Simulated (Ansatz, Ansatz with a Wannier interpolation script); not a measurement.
**From a coarse GW mesh to bands everywhere: MgAl2C2 (P-3m1)**

Wanted: quasiparticle gap and band widths of MgAl2C2 (P-3m1) over the whole zone.

Program: Ansatz 0.2.0. Level of theory: LDA, Wannier functions and G0W0, plane waves, PAW. Results are calculated unless marked as measured.

This is a report of a sequence of runs, with most program output left out.

### Step 1. Starting point

The structure is trigonal, space group P-3m1 (No. 164). The conventional cell has a = 3.377 Å, b = 3.377 Å, c = 5.817 Å, α = 90.00°, β = 90.00°, γ = 120.00°. Nearest to Mg lie 6 C at 2.51 Å. Al has 4 C at 2.00 to 2.20 Å nearest. C has 4 Al at 2.00 to 2.20 Å and 3 Mg at 2.51 Å nearest. Farther neighbours are not listed.

Geometry: measured cell, ions relaxed with LDA. The runs that relaxed it are not among those shown. The default PAW set here is soft_2. Its files were made with PBE.

### Step 2. LDA bands

Levels along a band path, at the cheap level, show where the edges lie and whether the meshes to come will hold them.

This step: DFT, LDA, plane waves, PAW.

File input.yaml:

```yaml
crystal:
  lattice:
    - [3.377, 0.0, 0.0]
    - [-1.6885, 2.9245677886, 0.0]
    - [0.0, 0.0, 5.817]
  atoms:
    - { symbol: Mg, position: [0.0, 0.0, 0.0] }
    - { symbol: Al, position: [0.3333333333, 0.6666666667, 0.3502551946] }
    - { symbol: Al, position: [0.6666666667, 0.3333333333, 0.6497448054] }
    - { symbol: C, position: [0.3333333333, 0.6666666667, 0.7282484982] }
    - { symbol: C, position: [0.6666666667, 0.3333333333, 0.2717515018] }
kpoints:
  mp_grid: { grid: [6, 6, 4] }
  band_path:
    path:
      - [[0.0, 0.0, 0.0], [0.5, 0.0, 0.0], [0.33333333, 0.33333333, 0.0], [0.0, 0.0, 0.0], [0.0, 0.0, 0.5], [0.5, 0.0, 0.5], [0.33333333, 0.33333333, 0.5], [0.0, 0.0, 0.5]]
      - [[0.5, 0.0, 0.5], [0.5, 0.0, 0.0]]
      - [[0.33333333, 0.33333333, 0.5], [0.33333333, 0.33333333, 0.0]]
    npoints: 10
hamiltonian:
  xc: lda
scf:
  occupations: { method: fermi_dirac, width: 0.02 }
  n_extra_bands: 30
output:
  eigenvalues: true
  fatbands: true
  write_density: true
  write_potential: true
  elf: true
  volumetric_format: npy
```

The run is started by

```
$ ansatz run input.yaml --threads 4 --pin off --max-ram 18432MiB --backend cpu --events-out ev --progress --plain --runs-dir out
```

It took 2.7 s on 4 threads of Arm Neoverse V1, shared host; peak memory 0.38 GiB; 9.7 s of CPU time.

Numbers from this step:

* filled bands: 12
* gap: 1.771 eV
* valence top at: k = (0.150, 0.000, 0.000)
* conduction bottom at: k = (0.500, 0.000, 0.350)
* least direct gap: 2.994 eV

The gap is indirect, with the least direct gap 1.22 eV higher.

The electronic bands at the labelled points (eV, zero at the top of the highest nominally filled band):

```
    point  band 9  band 10  band 11  band 12  band 13  band 14  band 15  band 16
        Γ   -1.05    -0.25    -0.17    -0.17     3.34     4.60     6.64     6.64
  halfway   -2.69    -1.93    -0.57    -0.25     3.51     4.46     5.46     6.73
        M   -3.62    -2.53    -2.11    -1.00     2.02     4.36     4.62     6.62
  halfway   -3.85    -3.35    -2.14    -2.06     2.97     4.33     5.52     6.36
        K   -4.74    -3.30    -2.56    -2.56     2.37     5.81     5.81     6.63
  halfway   -3.58    -2.17    -1.28    -0.36     4.57     4.78     5.11     5.43
        Γ   -1.05    -0.25    -0.17    -0.17     3.34     4.60     6.64     6.64
  halfway   -0.98    -0.98    -0.25    -0.25     4.02     5.00     6.46     6.58
        A   -0.89    -0.89    -0.36    -0.36     4.48     5.36     6.40     6.58
  halfway   -2.76    -1.75    -1.73    -0.88     3.70     4.32     5.17     6.54
        L   -2.32    -1.85    -1.53    -1.35     1.89     3.52     4.00     4.62
  halfway   -3.84    -2.80    -1.49    -1.04     2.58     3.62     5.34     5.48
        H   -5.17    -4.06    -1.07    -1.07     3.47     3.47     4.32     5.98
  halfway   -3.00    -2.14    -1.77    -1.41     4.11     4.15     6.19     6.37
        A   -0.89    -0.89    -0.36    -0.36     4.48     5.36     6.40     6.58
jump to L   -2.32    -1.85    -1.53    -1.35     1.89     3.52     4.00     4.62
  halfway   -2.92    -2.44    -1.54    -1.16     1.83     3.64     4.95     5.56
        M   -3.62    -2.53    -2.11    -1.00     2.02     4.36     4.62     6.62
jump to H   -5.17    -4.06    -1.07    -1.07     3.47     3.47     4.32     5.98
  halfway   -5.15    -3.66    -1.82    -1.82     3.14     4.51     4.51     6.54
        K   -4.74    -3.30    -2.56    -2.56     2.37     5.81     5.81     6.63
```

Electrostatic potential energy in the ac plane at fractional y = 0.333, with atoms of Al and C within 0.2 Å of it. With pseudopotentials it is smooth inside the atoms' cores, unlike the true potential.

Values in eV, 24 rows by 14 columns, each cell a mean:
```
  6   5   4   4   6   7   9  10  10  11  11  10   9   8
  7   6   6   6   7   8   9  10  10  10  10  10   9   9
  9   8   8   8   8   9   9   9   8   8   8   8   9   9
  9   9   9   9   9   9   8   7   5   4   5   6   8   9
  9   9   9   9   9   8   6   1  -3  -6  -5  -1   4   7
  8   9   9   9   9   6   1  -6  -9  -9  -9  -8  -2   4
  7   9   9   9   8   4  -3  -8  -6  -2  -3  -8  -7   1
  6   9   9   9   8   3  -6  -7   0   5   3  -4  -8  -2
  6   9  10  10   8   2  -6  -8   0   5   3  -4  -8  -2
  7   9  10  10   8   4  -4  -9  -6  -2  -3  -8  -8   0
  8   9   9   9   8   6   0  -6  -9  -9  -9  -8  -3   3
  8   8   8   8   8   7   5   1  -3  -5  -4  -1   3   6
  7   6   6   6   7   7   8   7   5   4   5   6   7   8
  6   4   3   3   5   7   8   7   6   4   5   7   8   8
  6   3   1   1   4   7   7   4  -3 -10  -7   1   6   7
  5   3   1   1   4   6   5  -6 -26 -33 -30 -16   1   6
  6   4   3   3   5   6   1 -19 -35 -36 -36 -29  -6   5
  8   6   5   6   7   7   2 -19 -35 -36 -36 -29  -6   6
  9   8   7   7   8   9   5  -8 -27 -36 -34 -19   0   8
  9   8   8   8   9  10   8   4  -6 -15 -11  -1   7   9
  9   7   7   7   8  10  10  10   8   7   7   9  10  10
  7   6   5   5   7   9  10  11  11  10  11  11  10   9
  6   4   3   4   6   8  10  11  11  11  11  11  10   9
  6   4   3   3   5   7   9  10  11  11  11  11  10   8
```
Columns run along a (3.4 Å; values clipped at the 3rd and 97th percentile), rows up along c (5.8 Å). Atoms in or near the plane, at fractional coordinates: Al at (0.67, 0.65), C at (0.67, 0.27).

ELF in the ac plane at fractional y = 0.333, with atoms of Al and C within 0.2 Å of it. It is the smooth field of the valence electrons, not physical close to the nuclei.

Ten even steps from '_' (0.01) to '@' (0.83):
```
____________......................
............::::................::
------------------::......::::----
++**********++++==--::::::::--==++
####%%%%######**++==--::::--==++**
%%%%%%%%%%%%%%##**==::..::--++**##
%%%%%%%%%%%%%%##**==..____::==##%%
%%%%%%%%%%%%%%%%**::________--##%%
%%%%%%%%%%%%%%##==..________..**%%
%%%%%%%%%%%%%%##--____________==##
##############**::____________--**
**************==::____________::++
==++++++++++====::..________..::==
--==========----------------------
--------------==++**########**====
----::::::--==++**##%%%%%%%%##**++
==--::..::--++**##%%@@@@@@@@%%##**
**==::..::==**%%%%@@@@@@@@@@@@%%##
##++::::--**%%@@@@@@%%%%%%@@@@@@%%
%%**--::==##%%@@@@%%**==++##@@@@@@
%%**----==##@@@@@@%%--....++%%@@@@
%%**==--==##@@@@@@##::____==%%@@@@
%%**==--==##@@@@@@%%==..::**@@@@@@
%%**==--==**%%@@@@@@##****%%@@@@@@
##++----==**%%@@@@@@@@%%%%@@@@@@%%
++--::..::==**%%@@@@@@@@@@@@@@%%##
--::..__..::==**##%%%%%%%%%%%%##++
..________..::==++**########**++--
____________..::--==========--::..
______________....::::::::::::....
```
Columns run along a (3.4 Å), rows up along c (5.8 Å). Atoms in or near the plane, at fractional coordinates: Al at (0.67, 0.65), C at (0.67, 0.27).

### Step 3. Wannier functions (Al:3s Al:3p C:2s C:2p Mg:3s) on 12×12×8

Localised functions give a small Hamiltonian that interpolates between mesh points at no cost.

This step: maximally localised Wannier functions, LDA, plane waves, PAW.

input.yaml, the sections that differ from step 2:

```yaml
kpoints:
  mp_grid: { grid: [6, 6, 4] }
scf:
  occupations: { method: fixed }
  n_extra_bands: 30
output:
  wannier:
    kmesh: [12, 12, 8]
    projections:
      - { species: Al, l: s, shell: 3 }
      - { species: Al, l: p, shell: 3 }
      - { species: C, l: s, shell: 2 }
      - { species: C, l: p, shell: 2 }
      - { species: Mg, l: s, shell: 3 }
    minimise: true
    write_hr: true
    seedname: w
    conv_tol: 1.0e-07
    max_iter: 4000
    disentanglement:
      window: [1.66, 25.14]
      frozen_window: [1.66, 13.09]
      conv_tol: 1.0e-08
# crystal, hamiltonian: as in step 2
```

Elapsed: 76 s, on 4 threads; peak memory 1.3 GiB; 4.4 min of CPU time.

w.win, one line in 2:

```text
! ansatz wannier90 interface
! states of the run's bands (counted from 1): 1-32
num_wann  = 17
conv_tol = 1e-7
dis_win_min = 1.66
dis_froz_min = 1.66
dis_num_iter = 10000
guiding_centres = true

Ang
       -1.688500000005759        2.924567788590025                      0.0
end unit_cell_cart
begin atoms_frac
Al        0.3333333333333333       0.6666666666666666             0.3502551946
C         0.3333333333333333       0.6666666666666666             0.7282484982
end atoms_frac
mp_grid = 12 12 8
```

Numbers from this step:

| Quantity | Value |
| --- | --- |
| gauge-invariant spread | 29.65 Å² |
| diagonal spread | 0.09194 Å² |
| off-diagonal spread | 4.504 Å² |
| total spread | 34.25 Å² |
| least projectability | 1.61e-14 |
| localisation steps | 41 |
| disentanglement steps | 391 |
| r.m.s. interpolation error | 6.19e-4 eV |
| r.m.s. error near the gap | 8.17e-4 eV |

Near the gap the model misses directly solved bands by 0.8 meV r.m.s. and by 9 meV at most in the window tested. This tests the starting bands, not the corrections carried with them.

Wannier functions, by row:

```csv
function,x (Å),y (Å),z (Å),spread (Å²),nearest atom,distance (Å)
1,0.734,1.424,2.897,2.361,Al2,1.246
2,1.532,0,2.908,2.358,Al2,1.316
3,0.79,2.397,1.578,2.398,Al2,1.018
4,-0.714,2.384,1.136,2.282,Al2,1.229
5,0.004,1.064,1.465,2.268,Al2,1.054
6,0.975,0.54,4.681,2.282,Al3,1.229
7,2.479,0.528,4.239,2.398,Al3,1.018
8,1.692,1.86,4.352,2.268,Al3,1.054
9,1.001,1.792,5.796,2.905,Mg1,1.325
10,2.689,1.131,0.021,2.905,Mg1,1.324
11,-0.014,1.965,4.344,1.233,C4,0.109
12,0.068,1.901,4.204,1.255,C4,0.089
13,-0.053,1.979,4.204,1.244,C4,0.069
14,1.675,0.96,1.474,1.233,C5,0.109
15,1.756,1.023,1.613,1.255,C5,0.089
16,1.635,0.946,1.613,1.244,C5,0.069
17,-0.954,1.5,-2.897,2.361,Al3,1.247
```

Frozen up to 4.77 eV; above it the model need not follow the bands. The electronic bands at the labelled points (eV, zero at the valence-band top):

```csv
point,band 9,band 10,band 11,band 12,band 13,band 14,band 15,band 16
Γ,-1.05,-0.25,-0.17,-0.17,3.34,4.60,6.67,6.67
halfway,-2.69,-1.93,-0.57,-0.25,3.51,4.46,5.53,6.80
M,-3.62,-2.53,-2.11,-1.00,2.02,4.36,4.62,6.65
halfway,-3.85,-3.35,-2.14,-2.06,2.97,4.33,5.53,6.47
K,-4.74,-3.30,-2.56,-2.56,2.37,5.83,5.85,6.65
halfway,-3.58,-2.17,-1.28,-0.36,4.57,4.78,5.12,5.49
Γ,-1.05,-0.25,-0.17,-0.17,3.34,4.60,6.67,6.67
halfway,-0.98,-0.98,-0.25,-0.25,4.02,5.01,6.60,6.62
A,-0.89,-0.89,-0.36,-0.36,4.48,5.45,6.53,6.63
halfway,-2.76,-1.75,-1.73,-0.88,3.70,4.32,5.19,6.63
L,-2.32,-1.85,-1.53,-1.35,1.89,3.52,4.00,4.62
halfway,-3.84,-2.80,-1.49,-1.04,2.58,3.62,5.43,5.49
H,-5.17,-4.06,-1.07,-1.07,3.47,3.47,4.32,6.15
halfway,-3.00,-2.14,-1.77,-1.41,4.11,4.15,6.20,6.45
A,-0.89,-0.89,-0.36,-0.36,4.48,5.45,6.53,6.63
jump to L,-2.32,-1.85,-1.53,-1.35,1.89,3.52,4.00,4.62
halfway,-2.92,-2.44,-1.54,-1.16,1.83,3.64,4.96,5.62
M,-3.62,-2.53,-2.11,-1.00,2.02,4.36,4.62,6.65
jump to H,-5.17,-4.06,-1.07,-1.07,3.47,3.47,4.32,6.15
halfway,-5.15,-3.66,-1.82,-1.82,3.14,4.51,4.51,6.60
K,-4.74,-3.30,-2.56,-2.56,2.37,5.83,5.85,6.65
```

The same for Kohn-Sham, solved directly:

```csv
point,band 9,band 10,band 11,band 12,band 13,band 14,band 15,band 16
Γ,-1.05,-0.25,-0.17,-0.17,3.34,4.60,6.64,6.64
M,-3.62,-2.53,-2.11,-1.00,2.02,4.36,4.62,6.62
K,-4.74,-3.30,-2.56,-2.56,2.37,5.81,5.81,6.63
Γ,-1.05,-0.25,-0.17,-0.17,3.34,4.60,6.64,6.64
A,-0.89,-0.89,-0.36,-0.36,4.48,5.36,6.40,6.58
L,-2.32,-1.85,-1.53,-1.35,1.89,3.52,4.00,4.62
H,-5.17,-4.06,-1.07,-1.07,3.47,3.47,4.32,5.98
A,-0.89,-0.89,-0.36,-0.36,4.48,5.36,6.40,6.58
L,-2.32,-1.85,-1.53,-1.35,1.89,3.52,4.00,4.62
M,-3.62,-2.53,-2.11,-1.00,2.02,4.36,4.62,6.62
H,-5.17,-4.06,-1.07,-1.07,3.47,3.47,4.32,5.98
K,-4.74,-3.30,-2.56,-2.56,2.37,5.81,5.81,6.63
```

### Step 4. G0W0 at every point of the mesh: 6×6×4 mesh, 216 empty bands, screening to 140 eV

Now the one-shot GW correction: screening in the RPA, then the self-energy of the levels asked for.

This step: G0W0 on LDA, plane waves, PAW.

input.yaml, the sections that differ from step 3:

```yaml
scf:
  occupations: { method: fixed }
gw:
  n_empty_bands: 216
  ecut_chi: 140.0
  qp_bands: [v6, c4]
  screening: { model: contour_deformation }
# crystal, kpoints, hamiltonian: as in step 3
# output: removed
```

Wall time 4.3 min (4 threads); peak memory 0.64 GiB.

Numbers from this step:

```
bands summed                                 : 228
RPA ε∞ on this mesh (eigenvalues)            : 7.600, 7.600, 8.371
plane waves in the screening matrix          : 209
q-points in the mesh                         : 144
G0W0 gap on the mesh                         : 2.552 eV
k of the valence top                         : 0, 0.1667, 0
k of the conduction bottom                   : 0, -0.5, 0.25
starting gap on the mesh                     : 1.842 eV
Z at the valence top                         : 0.7648
Z at the conduction bottom                   : 0.7970
least direct G0W0 gap on the computed points : 3.808 eV
```

The gap on the mesh goes from 1.84 eV to 2.55 eV, a correction of +0.71 eV. Between the two edge states, bare exchange in place of the xc potential would open the gap by 6.10 eV, and correlation takes back 5.39 eV. The start differs from the 1.77 eV found before because this mesh misses an edge.

### Step 5. Interpolating the corrections

A script adds the corrections, carried to the Wannier functions and back, to the LDA levels, along the path and on a 26×26×9 mesh.

| Quantity | Value |
| --- | --- |
| G0W0 gap over the zone | 2.402 eV |
| starting gap over the zone | 1.724 eV |
| least direct G0W0 gap | 3.697 eV |
| G0W0 gap on the mesh | 2.552 eV |
| valence width, start | 6.523 eV |
| valence width, G0W0 | 6.689 eV |
| gap by a rigid shift | 2.434 eV |

Levels solved directly plus the interpolated quasiparticle correction. Limits: finite bands, cutoff and mesh. The quasiparticle bands at the labelled points (eV, zero at the valence-band top of each set):

```csv
point,band 9,band 10,band 11,band 12,band 13
Γ,-1.14,-0.26,-0.21,-0.21,4.14
halfway,-2.87,-2.08,-0.64,-0.28,4.30
M,-3.79,-2.71,-2.20,-1.09,2.75
halfway,-4.03,-3.50,-2.30,-2.18,3.76
K,-4.89,-3.50,-2.71,-2.71,3.16
halfway,-3.77,-2.31,-1.40,-0.40,5.41
Γ,-1.14,-0.26,-0.21,-0.21,4.14
halfway,-1.07,-1.07,-0.30,-0.30,4.86
A,-0.97,-0.97,-0.42,-0.42,5.32
halfway,-2.92,-1.87,-1.86,-0.98,4.48
L,-2.48,-1.98,-1.63,-1.48,2.59
halfway,-4.02,-2.97,-1.59,-1.11,3.32
H,-5.38,-4.26,-1.16,-1.16,4.28
halfway,-3.17,-2.27,-1.92,-1.48,4.95
A,-0.97,-0.97,-0.42,-0.42,5.32
jump to L,-2.48,-1.98,-1.63,-1.48,2.59
halfway,-3.09,-2.61,-1.63,-1.27,2.53
M,-3.79,-2.71,-2.20,-1.09,2.75
jump to H,-5.38,-4.26,-1.16,-1.16,4.28
halfway,-5.31,-3.86,-1.94,-1.94,3.95
K,-4.89,-3.50,-2.71,-2.71,3.16
```

The same for LDA:

```csv
point,band 9,band 10,band 11,band 12,band 13
Γ,-1.05,-0.25,-0.17,-0.17,3.34
M,-3.62,-2.53,-2.11,-1.00,2.02
K,-4.74,-3.30,-2.56,-2.56,2.37
Γ,-1.05,-0.25,-0.17,-0.17,3.34
A,-0.89,-0.89,-0.36,-0.36,4.48
L,-2.32,-1.85,-1.53,-1.35,1.89
H,-5.17,-4.06,-1.07,-1.07,3.47
A,-0.89,-0.89,-0.36,-0.36,4.48
L,-2.32,-1.85,-1.53,-1.35,1.89
M,-3.62,-2.53,-2.11,-1.00,2.02
H,-5.17,-4.06,-1.07,-1.07,3.47
K,-4.74,-3.30,-2.56,-2.56,2.37
```

Wannier model on a dense mesh, Gaussian width 0.15 eV. Limits: finite bands, cutoff and mesh. Table of density of states by energy, zero at the valence-band top of each set; read off at these points; values in states/eV/cell:

| energy (eV) | G0W0 | LDA |
| --- | --- | --- |
| -7.250 | 0 | 0 |
| -7.000 | 6.2e-4 | 0 |
| -6.750 | 0.158 | 0.0109 |
| -6.500 | 0.832 | 0.331 |
| -6.250 | 1.27 | 1.00 |
| -6.000 | 1.60 | 1.31 |
| -5.750 | 1.93 | 1.69 |
| -5.500 | 2.03 | 1.95 |
| -5.400 | 2.05 | 2.00 |
| -5.250 | 1.95 | 2.04 |
| -5.000 | 1.68 | 1.86 |
| -4.750 | 1.37 | 1.59 |
| -4.500 | 1.28 | 1.33 |
| -4.250 | 1.61 | 1.42 |
| -4.000 | 1.56 | 1.58 |
| -3.750 | 1.77 | 1.68 |
| -3.500 | 1.86 | 1.74 |
| -3.250 | 1.85 | 1.92 |
| -3.000 | 1.97 | 1.87 |
| -2.750 | 2.01 | 2.00 |
| -2.600 | 2.32 | 1.99 |
| -2.500 | 2.23 | 2.26 |
| -2.250 | 1.99 | 2.13 |
| -2.000 | 2.01 | 2.19 |
| -1.750 | 2.42 | 2.21 |
| -1.500 | 2.70 | 2.81 |
| -1.250 | 3.25 | 3.24 |
| -1.200 | 3.33 | 3.38 |
| -1.100 | 3.20 | 3.52 |
| -1.000 | 2.77 | 3.32 |
| -0.750 | 1.71 | 1.99 |
| -0.500 | 1.29 | 1.50 |
| -0.250 | 0.722 | 0.878 |
| 0.000 | 0.167 | 0.201 |
| 0.250 | 0.00558 | 0.00656 |
| 0.500 | 0 | 0 |
| 0.750 | 0 | 0 |
| 1.000 | 0 | 0 |
| 1.250 | 0 | 0 |
| 1.500 | 0 | 0.00197 |
| 1.750 | 0 | 0.119 |
| 2.000 | 7.5e-6 | 0.416 |
| 2.250 | 0.0112 | 0.550 |
| 2.500 | 0.168 | 0.693 |
| 2.750 | 0.412 | 0.871 |
| 3.000 | 0.514 | 1.12 |
| 3.250 | 0.648 | 1.01 |
| 3.500 | 0.820 | 1.04 |
| 3.750 | 1.06 | 1.72 |
| 4.000 | 0.994 | 1.81 |
| 4.250 | 0.839 | 2.52 |
| 4.300 | 0.856 | 2.64 |
| 4.500 | 1.49 | 2.50 |
| 4.750 | 1.60 | 2.04 |
| 5.000 | 2.17 | 2.26 |
| 5.200 | 2.56 | 2.22 |
| 5.250 | 2.54 | 2.23 |

Corrections by starting level (eV, on the run's own energy scale, so only their differences matter):

```csv
start,correction
-6.50,−0.51
-5.43,−0.51
-4.73,−0.50
-3.75,−0.52
-2.87,−0.51
-2.14,−0.51
-1.56,−0.46
-1.06,−0.43
-0.87,−0.43
-0.23,−0.36
1.84,+0.36
3.19,+0.44
4.26,+0.48
4.63,+0.66
5.45,+0.62
6.10,+0.62
6.65,+0.62
```

### Step 6. HSE06 bands, for comparison

This step: DFT, HSE06, plane waves, PAW.

Edit input.yaml of step 4 so:

```diff
@@ -13,10 +13,18 @@
   mp_grid: { grid: [6, 6, 4] }
+  band_path:
+    path:
+      - [[0.0, 0.0, 0.0], [0.5, 0.0, 0.0], [0.33333333, 0.33333333, 0.0], [0.0, 0.0, 0.0], [0.0, 0.0, 0.5], [0.5, 0.0, 0.5], [0.33333333, 0.33333333, 0.5], [0.0, 0.0, 0.5]]
+      - [[0.5, 0.0, 0.5], [0.5, 0.0, 0.0]]
+      - [[0.33333333, 0.33333333, 0.5], [0.33333333, 0.33333333, 0.0]]
+    npoints: 10
 hamiltonian:
-  xc: lda
+  xc: hse06
 scf:
   occupations: { method: fixed }
-gw:
-  n_empty_bands: 216
-  ecut_chi: 140.0
-  qp_bands: [v6, c4]
-  screening: { model: contour_deformation }
+  n_extra_bands: 5
+output:
+  eigenvalues: true
+  write_density: true
+  write_potential: true
+  elf: true
+  volumetric_format: npy
```

Run time: 4.5 min. Hardware: 4 threads; peak memory 1.5 GiB.

This step gave:

```
filled bands         : 12
gap                  : 2.539 eV
valence top at       : k = (0.150, 0.000, 0.000)
conduction bottom at : k = (0.500, 0.000, 0.350)
least direct gap     : 3.957 eV
```

The gap stands +0.77 eV against LDA.

### Step 7. Summary of results

```
LDA gap                             : 1.72 eV
G0W0 gap over the zone              : 2.40 eV, indirect
least direct G0W0 gap, in the model : 3.70 eV
GW settings                         : 6×6×4 mesh, 216 empty bands, screening to 140 eV
known limits                        : not at the basis limit
```

In words: The Wannier model follows the LDA bands to under 1 meV r.m.s. near the gap. The G0W0 gap over the zone is 2.40 eV, indirect, from k = (-0.162, 0.081, 0.000) to k = (-0.470, 0.000, 0.337); on the mesh alone it is 2.55 eV, and a rigid shift of the LDA bands would give 2.43 eV. The valence width in the model goes from 6.52 eV to 6.69 eV. HSE06 gives a gap of 2.54 eV on the same path. Bands and cutoff are finite, so the gap is not at the basis limit. The miss can reach some tenths of an eV and take either sign; the mesh is an error of its own. Above the frozen window of the model the interpolated levels need not meet the computed ones, even at points of the mesh.

[Paths, hosts, dates, memory and timing lines, banners, echoed tables and standing remarks are left out of the program output.]

[Logs are printed without paths, hosts, clocks, repeated set-up lines and the standing remarks that a program may print on its own settings, such as how far it seeks lower states.]

[Runs of the session that timed out or met a known fault of the program may be left out.]

[Hosts, paths, dates, database ids (printed as entryN), source tags and the programs' standing remarks are cut or masked in the printed files.]
